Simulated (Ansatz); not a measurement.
# InH (model cell, started as rocksalt type): following an unstable mode, part 2 of 2

Wanted: the energy along a soft mode of InH (model cell, started as rocksalt type) and the structure at the end.

Ansatz 0.2.0; DFT PBE, scalar-relativistic, plane waves, PAW.

So far, highest frequency on the path or at a solved wavevector (cm⁻¹): step 2 (response at finite wavevector) 106. Also lowest frequency on the path (cm⁻¹): step 2 -929.

The structure was built from a prototype and need not be the compound's stable phase.

**5. Energy along the mode, all amplitudes (two of the runs are shown above)**

An imaginary frequency means negative curvature, so the energy should fall and then rise again as anharmonic terms take over.

Numbers from this step:

```
depth at the lowest point sampled  : 68.76 meV/atom
largest atomic shift at that point : 0.6 Å
```

The energy from the parent by largest atomic shift:

| largest atomic shift (Å) | energy from the parent (meV/atom) |
| --- | --- |
| 0.000 | 0 |
| 0.040 | -1.12 |
| 0.080 | -4.36 |
| 0.140 | -11.9 |
| 0.220 | -24.9 |
| 0.320 | -41.9 |
| 0.450 | -60.3 |
| 0.600 | -68.8 |

Displacement at unit largest shift by atom:

| atom | x (Å) | y (Å) | z (Å) | size |
| --- | --- | --- | --- | --- |
| In1 | 0.000 | 0.000 | 0.000 | 0.000 |
| In2 | 0.000 | 0.000 | 0.000 | 0.000 |
| H3 | 0.577 | 0.577 | -0.577 | 0.999 |
| H4 | -0.577 | -0.577 | 0.577 | 0.999 |

The lowest of the steps tried is the last one, at 0.6 Å, 68.8 meV/atom below the parent; the bottom of the well need not coincide with a step.

**6. Relaxation from the frozen mode**

Starting from the lowest point found, all atoms and the cell are let go, so that strain and other modes of the same symmetry can join in.

File input.yaml:

```yaml
crystal:
  lattice:
    - [0.0, 2.5135637442, 2.5135637442]
    - [-2.5135637442, 2.5135637442, 0.0]
    - [-2.5135637442, -2.5135637442, 5.0271274884]
  atoms:
    - { symbol: In, position: [0.0, 0.5, 0.5] }
    - { symbol: In, position: [0.0, 0.0, 0.0] }
    - { symbol: H, position: [0.5689081712, 0.2155459144, 0.6466377432] }
    - { symbol: H, position: [0.4310918288, 0.7844540856, 0.3533622568] }
kpoints:
  mp_grid: { grid: [15, 15, 15] }
hamiltonian:
  xc: pbe
scf:
  occupations: { method: methfessel_paxton, width: 0.2 }
output:
  forces: true
  stress: true
  eigenvalues: true
relax:
  adjacent_minimum: "off"
  f_tol: 0.002
  max_steps: 120
  cell: { stress_tol: 0.03 }
```

Run with:

```
> ansatz run input.yaml --threads 4 --pin off --max-ram 7168MiB --backend cpu --events-out ev --progress --plain --runs-dir out
```

Numbers of over 12 decimals in the logs are rounded to 6 here.

The log of the run:

```text
[...]
Crystal: 4 atoms, lattice volume = 63.523 Å³
Basis set: ecut = 420 eV, 1219 PW (Γ), exchange–correlation on 48×48×90 points (8 copies of the dense FFT grid, shifted against one another)
Bands: 18, of which v1, the nominal top of the filled ones, is band 14 counted from 1 (13 counted from 0)
Symmetry: 12 space group operations
[...]
k-points: 344 of 3375
[...]
SCF iter   1: F=—  HF=-11225.759600 eV  |F-HF|=—  |Δ(HF+E_count)|=         —  Δρ=2.83e-3  dr2=1.04e-2  ethr=1.77e-3  ⟨swp⟩=5.3  Hψ=28311  notcnv=0
[...]
SCF iter   6: F=-11225.755427 eV  HF=-11225.755427 eV  |F-HF|=3.27e-8  |Δ(HF+E_count)|=   1.34e-6  S|Δr|=    0.00e0  Δρ=1.09e-5  dr2=9.85e-8  ethr=3.57e-10  ⟨swp⟩=5.0  Hψ=29489  notcnv=0
SCF 1 converged in 6 iterations: F = -11225.755427 eV  dr2 = 9.85e-8
[...]
relax step   1: F+E_penalty+E_count = -11225.75542665 eV  Δ(F+E_penalty+E_count) = +0.000e0 eV  max|allowed force component| = 5.501e-3 eV/Å  Δτ_max = 0.0000 Å  P = +0.289 GPa  Ω = 63.523 Å³  (6 SCF iters, dr2 threshold 1.00e-7 eV, accepted)
Crystal: 4 atoms, lattice volume = 63.926 Å³
Basis set: ecut = 420 eV, 1251 PW (Γ), exchange–correlation on 48×48×90 points (8 copies of the dense FFT grid, shifted against one another)
[...]
SCF iter   5: F=-11225.787214 eV  HF=-11225.787214 eV  |F-HF|=5.38e-8  |Δ(HF+E_count)|=   1.17e-6  S|Δr|=    0.00e0  Δρ=1.75e-5  dr2=2.14e-7  ethr=1.43e-9  ⟨swp⟩=6.7  Hψ=29860  notcnv=0
SCF 2 converged in 5 iterations: F = -11225.787214 eV  dr2 = 2.14e-7
relax step   2: F+E_penalty+E_count = -11225.78721390 eV  Δ(F+E_penalty+E_count) = -3.179e-2 eV  max|allowed force component| = 2.121e-2 eV/Å  Δτ_max = 0.0249 Å  P = +0.314 GPa  Ω = 63.926 Å³  energy of the carried Pulay correction = -2.365e-4 eV  (5 SCF iters, dr2 threshold 4.00e-7 eV, accepted)
Crystal: 4 atoms, lattice volume = 65.111 Å³
Basis set: ecut = 420 eV, 1245 PW (Γ), exchange–correlation on 48×48×90 points (8 copies of the dense FFT grid, shifted against one another)
[...]
SCF iter   5: F=-11225.802533 eV  HF=-11225.802533 eV  |F-HF|=8.01e-8  |Δ(HF+E_count)|=   6.98e-7  S|Δr|=    0.00e0  Δρ=1.79e-5  dr2=3.25e-7  ethr=1.43e-9  ⟨swp⟩=6.8  Hψ=31085  notcnv=0
SCF 3 converged in 5 iterations: F = -11225.802533 eV  dr2 = 3.25e-7
relax step   3: F+E_penalty+E_count = -11225.80253301 eV  Δ(F+E_penalty+E_count) = -1.532e-2 eV  max|allowed force component| = 3.114e-2 eV/Å  Δτ_max = 0.0381 Å  P = +0.520 GPa  Ω = 65.111 Å³  energy of the carried Pulay correction = -9.234e-4 eV  (5 SCF iters, dr2 threshold 4.00e-7 eV, accepted)
[...]
relax step   4: F+E_penalty+E_count = -11225.80260412 eV  Δ(F+E_penalty+E_count) = -7.110e-5 eV  max|allowed force component| = 1.958e-2 eV/Å  Δτ_max = 0.0264 Å  P = -0.418 GPa  Ω = 66.538 Å³  energy of the carried Pulay correction = -1.734e-3 eV  (5 SCF iters, dr2 threshold 4.00e-7 eV, accepted)
[...]
relax step   5: F+E_penalty+E_count = -11225.80430994 eV  Δ(F+E_penalty+E_count) = -1.706e-3 eV  max|allowed force component| = 4.540e-3 eV/Å  Δτ_max = 0.0040 Å  P = +0.129 GPa  Ω = 65.516 Å³  energy of the carried Pulay correction = -1.155e-3 eV  (5 SCF iters, dr2 threshold 4.00e-7 eV, accepted)
[...]
relax step   6: F+E_penalty+E_count = -11225.80431005 eV  Δ(F+E_penalty+E_count) = -1.097e-7 eV  max|allowed force component| = 7.904e-4 eV/Å  Δτ_max = 0.0060 Å  P = -0.009 GPa  Ω = 65.795 Å³  energy of the carried Pulay correction = -1.314e-3 eV  (5 SCF iters, dr2 threshold 6.73e-8 eV, accepted)
[...]
relax step   7: F+E_penalty+E_count = -11225.80636846 eV  Δ(F+E_penalty+E_count) = -2.058e-3 eV  max|allowed force component| = 8.480e-4 eV/Å  Δτ_max = 0.0000 Å  P = +0.009 GPa  Ω = 65.795 Å³  stress off target by 7.58e-2 GPa  SCF on the basis re-selected at this cell (its energy is not comparable with the rows above)  (6 SCF iters)
[...]
relax step   8: F+E_penalty+E_count = -11225.80637273 eV  Δ(F+E_penalty+E_count) = -4.269e-6 eV  max|allowed force component| = 1.464e-4 eV/Å  Δτ_max = 0.0005 Å  P = +0.006 GPa  Ω = 65.851 Å³  energy of the carried Pulay correction = -3.345e-5 eV  (4 SCF iters, dr2 threshold 1.44e-8 eV, accepted)
[...]
SCF iter   5: F=-11225.806406 eV  HF=-11225.806406 eV  |F-HF|=5.46e-12  |Δ(HF+E_count)|=   4.99e-9  S|Δr|=    0.00e0  Δρ=1.33e-7  dr2=8.00e-12  ethr=1.00e-12  ⟨swp⟩=5.2  Hψ=32800  notcnv=0
SCF 9 converged in 5 iterations: F = -11225.806406 eV  dr2 = 8.00e-12
relax step   9: F+E_penalty+E_count = -11225.80640627 eV  Δ(F+E_penalty+E_count) = -3.355e-5 eV  max|allowed force component| = 1.508e-4 eV/Å  Δτ_max = 0.0000 Å  P = +0.006 GPa  Ω = 65.851 Å³  stress off target by 1.65e-2 GPa  SCF on the basis re-selected at this cell (its energy is not comparable with the rows above)  (5 SCF iters)
[...]
SCF converged after 5 iterations
[...]
Free energy (F): -11225.806406 eV
[...]
Internal energy: -11225.807867 eV  (E = F + TS)
E sigma→0 (E₀):  -11225.806772 eV
Entropy (-TS):   0.001461 eV (0.365 meV/atom)
Fermi energy:    8.045304 eV
[...]
--- Forces (eV/Å), atoms counted from 1 ---
  atom   1  In    -0.00000000     0.00000000     0.00000000
  atom   2  In     0.00000000    -0.00000000     0.00000000
  atom   3  H      0.00015082     0.00015082    -0.00015082
  atom   4  H     -0.00015082    -0.00015082     0.00015082
  max |Σ_I F_I| component: 4.34e-19 eV/Å
--- Stress (GPa, compression-positive) ---
        0.005951       0.005278      -0.005278
        0.005278       0.005951      -0.005278
       -0.005278      -0.005278       0.005951
  P = ⅓ Tr σ = 0.0060 GPa (0.060 kbar)
--- Band table (eV; the first three rows and the last of 344) ---
  k-point 0: bands = [... 10 lower, -1.8340, 2.0855, 2.7938, 10.5870, 13.6011, 15.5558, 15.6622, 15.6622]
  k-point 1: bands = [... 10 lower, -1.8219, 1.8672, 3.0386, 10.5373, 13.5903, 15.3521, 15.6680, 15.6680]
  k-point 2: bands = [... 10 lower, -1.7863, 1.5002, 3.4838, 10.3872, 13.5613, 14.9523, 15.6851, 15.6851]
  k-point 343: bands = [... 10 lower, 3.5634, 3.6166, 4.8057, 5.4122, 7.6887, 8.4580, 9.8150, 11.1409]
--- Relaxed structure (7 steps of the walk, 7 accepted, 2 SCFs on fresh bases) ---
  F+E_penalty+E_count = -11225.80640627 eV   max|allowed force component| = 1.508e-4 eV/Å   (the final SCF, on the basis selected at the relaxed cell)
  cell:  # Å, volume = 65.8510 Å³
    - [2.7755575615628914e-17, 2.453575, 2.453575]
    - [-2.453575, 2.453575, 0.0]
    - [-2.828358, -2.828358, 5.281933]
  atoms:
    - { symbol: In, position: [0.0, 0.500000, 0.500000] }
    - { symbol: In, position: [0, -2.6958789462453457e-19, 0] }
    - { symbol: H, position: [0.568487, 0.215757, 0.647270] }
    - { symbol: H, position: [0.431513, 0.784243, 0.352730] }
```

The job ended after 35 s (4 threads of Arm Neoverse V2, shared host; peak memory 0.64 GiB; 2.3 min of CPU time).

Relaxation path:

| step | energy less that of the first step (eV) | largest force component (eV/Å) | pressure (GPa) | volume (Å³) |
| --- | --- | --- | --- | --- |
| 1 | 0.0000 | 0.0055 | 0.29 | 63.52 |
| 2 | -0.0318 | 0.0212 | 0.31 | 63.93 |
| 3 | -0.0471 | 0.0311 | 0.52 | 65.11 |
| 4 | -0.0472 | 0.0196 | -0.42 | 66.54 |
| 5 | -0.0489 | 0.0045 | 0.13 | 65.52 |
| 6 | -0.0489 | 0.0008 | -0.01 | 65.79 |
| 7* | -0.0509 | 0.0008 | 0.01 | 65.79 |
| 8 | -0.0509 | 0.0001 | 0.01 | 65.85 |
| 9* | -0.0510 | 0.0002 | 0.01 | 65.85 |

Relaxation steps marked * repeat the geometry before them on a plane-wave basis chosen anew for their cell, so energy and pressure can jump there.

The run keeps the 12 symmetry operations that it works with, so distortions that break them were not tested.

| conventional cell, symmetrised | before | after | change |
| --- | --- | --- | --- |
| a (Å) | 3.555 | 3.470 | -2.4 % |
| b (Å) | 3.555 | 3.470 | -2.4 % |
| c (Å) | 17.414 | 18.946 | +8.8 % |
| volume (Å³/atom) | 15.88 | 16.46 | +3.7 % |

The relaxed structure:

```xyz
4
Lattice="0.0000 2.4536 2.4536 -2.4536 2.4536 0.0000 -2.8284 -2.8284 5.2819" Properties=species:S:1:pos:R:3 pbc="T T T"
In   -2.6410   -0.1874    2.6410
In    0.0000    0.0000    0.0000
H    -2.3601    0.0935    4.8137
H    -2.9218    1.9853    2.9218
```

This step gave:

```yaml
pressure: 0.005951 GPa
volume_per_atom: 16.46 Å³
```

The distorted start has space group R-3m; the relaxation ends in R-3m.

**7. The new phase in its own primitive cell**

The relaxed structure is symmetrised, reduced to its primitive cell and relaxed tightly, as its phonons need.

input.yaml, the sections that differ from step 6:

```yaml
crystal:
  lattice:
    - [1.7349394541, 1.0016677609, 6.3154313415]
    - [-1.7349394541, 1.0016677609, 6.3154313415]
    - [0.0, -2.0033355217, 6.3154313415]
  atoms:
    - { symbol: In, position: [0.5, 0.5, 0.5] }
    - { symbol: In, position: [0.0, 0.0, 0.0] }
    - { symbol: H, position: [0.2157566301, 0.2157566301, 0.2157566301] }
    - { symbol: H, position: [0.7842433699, 0.7842433699, 0.7842433699] }
relax:
  adjacent_minimum: "off"
  f_tol: 0.001
  max_steps: 60
  cell: { stress_tol: 0.01 }
# kpoints, hamiltonian, scf, output: as in step 6
```

The log of the run:

```text
[...]
--- Relaxed structure (2 steps of the walk, 2 accepted, 1 SCFs on fresh bases) ---
[...]
cell:  # Å, volume = 65.8648 Å³
    - [1.734907, 1.001649, 6.316998]
    - [-1.734907, 1.001649, 6.316998]
    - [0, -2.003298, 6.316998]
  atoms:
    - { symbol: In, position: [0.5, 0.5, 0.500000] }
    - { symbol: In, position: [0, 0, 0] }
    - { symbol: H, position: [0.215751, 0.215751, 0.215751] }
    - { symbol: H, position: [0.784249, 0.784249, 0.784249] }
[key lines of the parts left out:]
SCF converged after 7 iterations
Free energy (F): -11225.806407 eV
Fermi energy:    8.042856 eV
P = ⅓ Tr σ = 0.0027 GPa (0.027 kbar)
```

Run time: 13 s. Hardware: 4 threads; peak memory 0.64 GiB; 51 s of CPU time.

Little changed from the start: no atom moved by 0.005 Å and no cell edge by 0.1 %.

Numbers from this step:

```
pressure        : 0.002713 GPa
volume per atom : 16.47 Å³
```

The largest force component left is 0.23 meV/Å and the pressure is 0.003 GPa, within the tolerances set. The cell now holds 16.47 Å³/atom.

**8. Modes of the new phase, k-mesh 15×15×15**

A relaxed structure may still be a saddle point, so its zone-centre modes are computed. No field response is asked, since the mesh shows no gap.

input.yaml, the sections that differ from step 7:

```yaml
crystal:
  lattice:
    - [1.7349067854, 1.0016488996, 6.3169982062]
    - [-1.7349067854, 1.0016488996, 6.3169982062]
    - [0.0, -2.0032977991, 6.3169982062]
  atoms:
    - { symbol: In, position: [0.5, 0.5, 0.5] }
    - { symbol: In, position: [0.0, 0.0, 0.0] }
    - { symbol: H, position: [0.2157511327, 0.2157511327, 0.2157511327] }
    - { symbol: H, position: [0.7842488673, 0.7842488673, 0.7842488673] }
output:
  eigenvalues: true
phonons:
  method: dfpt
# kpoints, hamiltonian, scf: as in step 7
# relax: removed
```

The log of the run:

```text
[...]
Crystal: 4 atoms, lattice volume = 65.865 Å³
Basis set: ecut = 420 eV, 1287 PW (Γ), exchange–correlation on 90×90×90 points (8 copies of the dense FFT grid, shifted against one another)
Bands: 18, of which v1, the nominal top of the filled ones, is band 14 counted from 1 (13 counted from 0)
Symmetry: 12 space group operations
k-points: 904 of 3375 (irreducible under 2 space group operations, time reversal used)
[...]
SCF iter   1: F=—  HF=-11225.813583 eV  |F-HF|=—  |Δ(HF+E_count)|=         —  Δρ=3.57e-3  dr2=2.14e-2  ethr=1.77e-3  ⟨swp⟩=5.3  Hψ=74528  notcnv=0
[...]
SCF iter  10: F=-11225.806407 eV  HF=-11225.806407 eV  |F-HF|=1.82e-12  |Δ(HF+E_count)|=  9.09e-12  S|Δr|=    0.00e0  Δρ=1.05e-7  dr2=6.57e-12  ethr=1.00e-12  ⟨swp⟩=5.1  Hψ=82588  notcnv=0
SCF 1 converged in 10 iterations: F = -11225.806407 eV  dr2 = 6.57e-12
[...]
DFPT response loops at Γ: preconditioner auto → Kerker (q_TF=auto, 2.366 Å⁻¹) (partly filled bands, converged f_vac=0.000); β = 1.00, the filter's whole step (`scf.mixing.beta` (0.50) is not read by the response loops under this deck's `scf.mixing.preconditioner`; to damp them name `kerker` or `kerker_dos`, under which they read `scf.mixing.beta`, and type it under 1.00, their step now; both keys bind the ground state too); Broyden in place of MSR1
SCF converged after 10 iterations
[...]
Free energy (F): -11225.806407 eV
[...]
Internal energy: -11225.807863 eV  (E = F + TS)
E sigma→0 (E₀):  -11225.806771 eV
Entropy (-TS):   0.001456 eV (0.364 meV/atom)
Fermi energy:    8.042856 eV
[...]
--- Band table (eV; the first three rows and the last of 904) ---
  k-point 0: bands = [... 10 lower, -1.8355, 2.0814, 2.7917, 10.5830, 13.5982, 15.5503, 15.6611, 15.6611]
  k-point 1: bands = [... 10 lower, -1.7603, 2.1207, 2.9062, 10.5238, 13.0937, 14.9269, 15.3299, 15.4780]
  k-point 2: bands = [... 10 lower, -1.5335, 2.2563, 3.2264, 10.2517, 11.9812, 13.5757, 14.6523, 15.2620]
  k-point 903: bands = [... 10 lower, -1.3829, 0.2919, 5.6178, 8.9507, 13.0279, 13.3948, 15.2176, 15.3751]
--- Phonons (Γ-DFPT): 6 representative perturbations + reference, on 904 of 3375 k-points (Σ response iterations 22) ---
  k mesh reduced under 2 symmetry operations, with k and −k counted as one. Each operation leaves every solved perturbation unchanged. A smaller set is not used because it would not reduce the number of displacements times k-points to solve
  ASR residual: 4.280e-5 → 0.000e0 eV/Å²; symmetrization residual: 4.863e-7 eV/Å²
  ASR residual per site (eV/Å²): 3.41e-5 4.28e-5 1.33e-5 1.33e-5
  Γ frequencies (cm⁻¹): -49.41 -49.41 0.00 0.00 0.00 72.80 124.96 124.96 357.38 468.49 468.49 770.45
  non-analytic LO–TO correction: not included (Born effective charges unavailable; polar crystals: no LO–TO splitting at Γ)
```

The job ended after 4.6 min (4 threads; peak memory 3.6 GiB; 18 min of CPU time).

This step gave:

- sum-rule residual before enforcement: 4.28e-5 eV/Å²
- point group: -3m
- highest optical mode at the zone centre (no LO-TO term): 770.5 cm⁻¹
- lowest optical zone-centre mode: -49.41 cm⁻¹

Patterns of degenerate modes are one choice out of their space. The modes at Γ (shares of kinetic energy by element, %) (negative means imaginary):

| mode | frequency (cm⁻¹) | symmetry | In % | H % |
| --- | --- | --- | --- | --- |
| 1 | -49.4 | Eu | 85 | 15 |
| 2 | -49.4 | Eu | 85 | 15 |
| 3 | 0.0 | acoustic | 99 | 1 |
| 4 | 0.0 | acoustic | 99 | 1 |
| 5 | 0.0 | acoustic | 99 | 1 |
| 6 | 72.8 | A2u | 99 | 1 |
| 7 | 125.0 | Eu | 15 | 85 |
| 8 | 125.0 | Eu | 15 | 85 |
| 9 | 357.4 | A2u | 2 | 98 |
| 10 | 468.5 | Eg | 0 | 100 |
| 11 | 468.5 | Eg | 0 | 100 |
| 12 | 770.5 | A1g | 0 | 100 |

Displacements in mode 2 (-49.4 cm⁻¹), the largest set to 1:
```
In1  0.00 -0.22  0.00
In2  0.00  0.24  0.00
H3   0.01 -1.00  0.00
H4   0.01 -1.00  0.00
```

Displacements in mode 7 (125.0 cm⁻¹), the largest set to 1:
```
In1  0.00 -0.05  0.00
In2  0.00  0.03  0.00
H3   0.00  1.00  0.00
H4   0.00  1.00  0.00
```

Before it was imposed, the acoustic sum rule was missed by 4.3e-5 eV/Å². Small misses are needed for a sound result but don't prove that mesh and cutoff are converged. The lowest optical mode is imaginary, 49.4i cm⁻¹, so the energy falls along it.

**9. The phases reached**

The phases reached along the modes that were followed are set side by side.

Energies are those of the first relaxation, on the mesh of the frozen mode; space group, volume and gap are those of the last relaxation. Phases, by row:

| mode frozen in | space group | energy from parent (meV/atom) | volume (Å³/atom) | gap on mesh (eV) | lowest zone-centre optical mode (cm⁻¹) | largest shift (Å) |
| --- | --- | --- | --- | --- | --- | --- |
| parent | Fm-3m | 0 | 15.88 | 0 | – | – |
| q = (0, -0.5, -0.5), 929i cm⁻¹ | P4/nmm | -126.3 | 16.25 | 0 | -345.8 | 0.743 |
| q = (0, 0, -0.5), 904i cm⁻¹ | R-3m | -81.69 | 16.47 | 0 | -49.4 | 0.649 |

**10. Results**

```yaml
unstable_mode_of_the_parent: q = (0, 0, -0.5), 904i cm⁻¹
depth_at_the_lowest_point_sampled: 68.8 meV/atom
largest_atomic_shift_at_that_point: 0.6 Å
space_group_reached_within_0p01_a: R-3m
energy_gained_over_the_parent_first_relaxation_on_the_mesh_of_the_frozen_mode: 81.7 meV/atom
volume_per_atom_phase_reached: 16.5 Å³
lowest_optical_zone_centre_mode_phase_reached: -49.4 cm⁻¹
highest_optical_mode_at_the_zone_centre_no_lo_to_term_phase_reached: 770 cm⁻¹
```

In words: Along this mode the structure falls into R-3m, 81.7 meV/atom below the parent. At the parent's cell the well is 68.76 meV/atom deep on the steps tried, with its lowest point at a shift of 0.6 Å. That is the last step tried, so the steps alone don't bracket the bottom of the well. Relaxing atoms and cell changes the gain by +12.93 meV/atom against the lowest step (energies at zero smearing). The new phase still has an imaginary mode at the zone centre of its cell, so it is a saddle point on the way to a lower structure. Of the 2 patterns followed to their end from this parent, this one ends 44.6 meV/atom above the lowest, P4/nmm. Each path keeps the symmetry of its pattern, so a lower phase may lie along a pattern not tried. With no gap, or one that is small against the smearing, the frequencies hang on the k mesh and the smearing, most of all near Kohn anomalies. The starting cell was built on a prototype and not taken from a measurement, so the phase need not exist.

[Logs are printed without paths, hosts, clocks, repeated set-up lines and the standing remarks that a program may print on its own settings, such as how far it seeks lower states.]

[Hosts, paths, dates, database ids (printed as entryN), source tags and the programs' standing remarks are cut or masked in the printed files.]
